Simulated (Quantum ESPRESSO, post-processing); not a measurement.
# puckered PAs, 1 layer, stepped through strain along the first axis, part 2 of 2

Wanted: a table for puckered PAs, 1 layer against strain along the first axis, and what can be fitted to it.

Quantum ESPRESSO 7.5; plane-wave DFT, PBE, GBRV ultrasoft pseudopotentials.

So far. Step 6 (Bands along a path, -4 %): Along this path the valence top lies near X and the conduction bottom at Γ. Step 7 (Relaxation with pw.x, -3 %): The relaxation lowers the energy by 5 meV an atom.

## Step 9: Relaxation with pw.x, 3 % (continued)

Relaxation path:

```tsv
step	energy less that of the first step (eV)	largest force (eV/Å)
1	0.0000	0.4011
2	-0.0107	0.2709
3	-0.0176	0.1297
4	-0.0194	0.0441
5	-0.0195	0.0336
6	-0.0196	0.0225
7	-0.0196	0.0091
8	-0.0196	0.0119
9	-0.0196	0.0133
10	-0.0196	0.0133
11	-0.0197	0.0105
12	-0.0197	0.0045
```

The atoms that moved most (Å):

```tsv
atom	dx	dy	dz	length
As2	-0.023	0.000	0.017	0.028
As3	-0.023	0.000	-0.017	0.028
P1	0.023	0.000	0.000	0.023
P4	0.023	0.000	0.000	0.023
```

The relaxed structure:

```xyz
4
Lattice="4.8383 0.0000 0.0000 0.0000 3.5067 0.0000 0.0000 0.0000 17.3600" Properties=species:S:1:pos:R:3
P     0.4053    0.0000    7.5896
As    2.0138    1.7534    7.5197
As    4.4330    0.0000    9.8403
P     2.8245    1.7534    9.7704
```

The relaxation lowers the energy by 5 meV an atom.

This step gave:

```
free energy  : -1517.7910 eV
Fermi energy : -1.159 eV
```

## Step 10: SCF with pw.x, 3 %

m7.scf.in

```
&control
  prefix = 'm7.scf'
  outdir = './out'
  pseudo_dir = './pseudo'
  calculation = 'scf'
  tprnfor = .true.
/
&system
  ibrav = 0
  nat = 4
  ntyp = 2
  ecutwfc = 40
  ecutrho = 200
  occupations = 'smearing'
  smearing = 'fd'
  degauss = 0.002
  nbnd = 14
/
&electrons
  conv_thr = 1e-09
  mixing_beta = 0.4
  electron_maxstep = 120
  mixing_mode = 'plain'
/
ATOMIC_SPECIES
  P   30.9738  p_pbe_v1.5.uspp.F.UPF
  As  74.9216  as_pbe_v1.uspp.F.UPF
CELL_PARAMETERS angstrom
  4.83827963404000 0.00000000000000 0.00000000000000
  0.00000000000000 3.50670556300000 0.00000000000000
  0.00000000000000 0.00000000000000 17.36000000000000
ATOMIC_POSITIONS crystal
  P   0.083773092300 0.000000000000 0.437187974800
  As  0.416226907700 0.500000000000 0.433161232000
  As  0.916226907700 0.000000000000 0.566838768000
  P   0.583773092300 0.500000000000 0.562812025200
K_POINTS automatic
  8 8 1 0 0 0
```

Run with:

```sh
$ OMP_NUM_THREADS=1 mpirun -n 4 pw.x -nk 4 -in m7.scf.in > m7.scf.out
```

The job ended after 22 s (4 MPI ranks of Intel Xeon Platinum 8559C (Emerald Rapids), shared host; peak memory 0.67 GiB; 85 s of CPU time).

Read from the output:

- free energy: -1517.7878 eV
- valence top, on the run's zero: -1.673 eV
- conduction bottom, on the run's zero: -0.6414 eV
- gap by band count: 1.032 eV

## Step 11: Relaxing the ions, 4 %

m8.relax.in

```
&control
  prefix = 'm8.relax'
  outdir = './out'
  pseudo_dir = './pseudo'
  nstep = 40
  forc_conv_thr = 0.0003
  calculation = 'relax'
  tstress = .true.
/
&system
  ibrav = 0
  nat = 4
  ntyp = 2
  ecutwfc = 50
  ecutrho = 250
  occupations = 'smearing'
  smearing = 'fd'
  degauss = 0.002
/
&electrons
  conv_thr = 1e-09
  mixing_beta = 0.4
  electron_maxstep = 120
  mixing_mode = 'plain'
/
&ions
/
ATOMIC_SPECIES
  P   30.9738  p_pbe_v1.5.uspp.F.UPF
  As  74.9216  as_pbe_v1.uspp.F.UPF
CELL_PARAMETERS angstrom
  4.88525322272000 0.00000000000000 0.00000000000000
  0.00000000000000 3.50670556300000 0.00000000000000
  0.00000000000000 0.00000000000000 17.36000000000000
ATOMIC_POSITIONS crystal
  P   0.079070294400 0.000000000000 0.437176016100
  As  0.420929705600 0.500000000000 0.432175092800
  As  0.920929705600 0.000000000000 0.567824907200
  P   0.579070294400 0.500000000000 0.562823983900
K_POINTS automatic
  8 8 1 0 0 0
```

Run with:

```sh
$ OMP_NUM_THREADS=1 mpirun -n 4 pw.x -nk 4 -in m8.relax.in > m8.relax.out
```

Run time: 5 min. Hardware: 4 MPI ranks; peak memory 0.98 GiB.

Step by step:

```tsv
step	energy less that of the first step (eV)	largest force (eV/Å)
1	0.0000	0.5261
2	-0.0186	0.3605
3	-0.0307	0.1779
4	-0.0342	0.0589
5	-0.0344	0.0447
6	-0.0345	0.0303
7	-0.0345	0.0102
8	-0.0346	0.0136
9	-0.0346	0.0160
10	-0.0346	0.0158
11	-0.0346	0.0121
12	-0.0347	0.0044
```

The atoms that moved most (Å):

```tsv
atom	dx	dy	dz	length
As2	-0.030	0.000	0.022	0.037
As3	-0.030	0.000	-0.022	0.037
P1	0.030	0.000	0.002	0.031
P4	0.030	0.000	-0.002	0.031
```

The relaxation lowers the energy by 9 meV an atom.

This step gave:

```
free energy  : -1517.7846 eV
Fermi energy : -1.189 eV
```

## Step 12: Ground state, 4 %

m8.scf.in

```
&control
  prefix = 'm8.scf'
  outdir = './out'
  pseudo_dir = './pseudo'
  calculation = 'scf'
  tprnfor = .true.
/
&system
  ibrav = 0
  nat = 4
  ntyp = 2
  ecutwfc = 40
  ecutrho = 200
  occupations = 'smearing'
  smearing = 'fd'
  degauss = 0.002
  nbnd = 14
/
&electrons
  conv_thr = 1e-09
  mixing_beta = 0.4
  electron_maxstep = 120
  mixing_mode = 'plain'
/
ATOMIC_SPECIES
  P   30.9738  p_pbe_v1.5.uspp.F.UPF
  As  74.9216  as_pbe_v1.uspp.F.UPF
CELL_PARAMETERS angstrom
  4.88525322272000 0.00000000000000 0.00000000000000
  0.00000000000000 3.50670556300000 0.00000000000000
  0.00000000000000 0.00000000000000 17.36000000000000
ATOMIC_POSITIONS crystal
  P   0.085308902200 0.000000000000 0.437264077200
  As  0.414691097800 0.500000000000 0.433431310600
  As  0.914691097800 0.000000000000 0.566568689400
  P   0.585308902200 0.500000000000 0.562735922800
K_POINTS automatic
  8 8 1 0 0 0
```

Run with:

```sh
$ OMP_NUM_THREADS=1 mpirun -n 4 pw.x -nk 4 -in m8.scf.in > m8.scf.out
```

Elapsed: 20 s, on 4 MPI ranks; peak memory 0.51 GiB.

Numbers from this step:

| Quantity | Value |
| --- | --- |
| free energy | -1517.7814 eV |
| Fermi energy | -1.190 eV |
| valence top, on the run's zero | -1.723 eV |
| conduction bottom, on the run's zero | -0.6591 eV |
| gap by band count | 1.064 eV |

## Step 13: The series side by side

The series in one table, energies over the lowest:

```tsv
strain along the first axis	energy (eV)	gap along the path (eV)	upper vacuum level over the valence top of the mesh (eV)	lower vacuum level over that top (eV)
-4 %	0.0140	0.6953	4.643	4.643
-3 %	0.0076	0.7864	4.741	4.741
-2 %	0.0031	0.8395	4.798	4.798
-1 %	0.0006	0.8808	4.832	4.832
0 %	0.0000	0.921	4.865	4.865
1 %	0.0013	0.9579	4.896	4.896
2 %	0.0044	0.9981	4.925	4.925
3 %	0.0091	1.032	4.952	4.952
4 %	0.0156	1.064	4.976	4.976
```

## Step 14: A check by hand

A parabola through the energies within ±2 % has E = 9.38 eV × ε² +0.032 eV × ε; for the curvature, over A = 16.472 Å² this is 9.38 × 2/16.472 × 16.02 = 18 N/m.

## Step 15: What came out

```json
{"in-plane stiffness along the strain": "18 N/m", "gap along the path, at -4 % and at 4 %": "0.70, 1.06 eV", "upper vacuum level over the valence top of the mesh, at -4 % and at 4 %": "4.64, 4.98 eV", "lower vacuum level over that top, at -4 % and at 4 %": "4.64, 4.98 eV"}
```

What this shows: The series holds 9 members; in-plane stiffness along the strain: 18 N/m (PBE, GBRV ultrasoft). The energy is lowest near zero strain. From -4 % to 4 % the gap along the path rises from 0.70 to 1.06 eV. From -4 % to 4 % the upper vacuum level over the valence top of the mesh rises from 4.64 to 4.98 eV. From -4 % to 4 % the lower vacuum level over that top rises from 4.64 to 4.98 eV. Semilocal gaps are too small; the 1×1 cell can't ripple over many cells under compression as a free sheet would. No spin-orbit coupling.

[Logs are printed without paths, hosts, clocks, repeated set-up lines and the standing remarks that a program may print on its own settings, such as how far it seeks lower states.]

[Hosts, paths, dates, database ids (printed as entryN), source tags and the programs' standing remarks are cut or masked in the printed files.]

[Maps of the electrostatic potential energy from Ansatz leave out the sawtooth potential of an applied field or a dipole correction, so their vacuum need not be flat; planar profiles and work functions include it.]
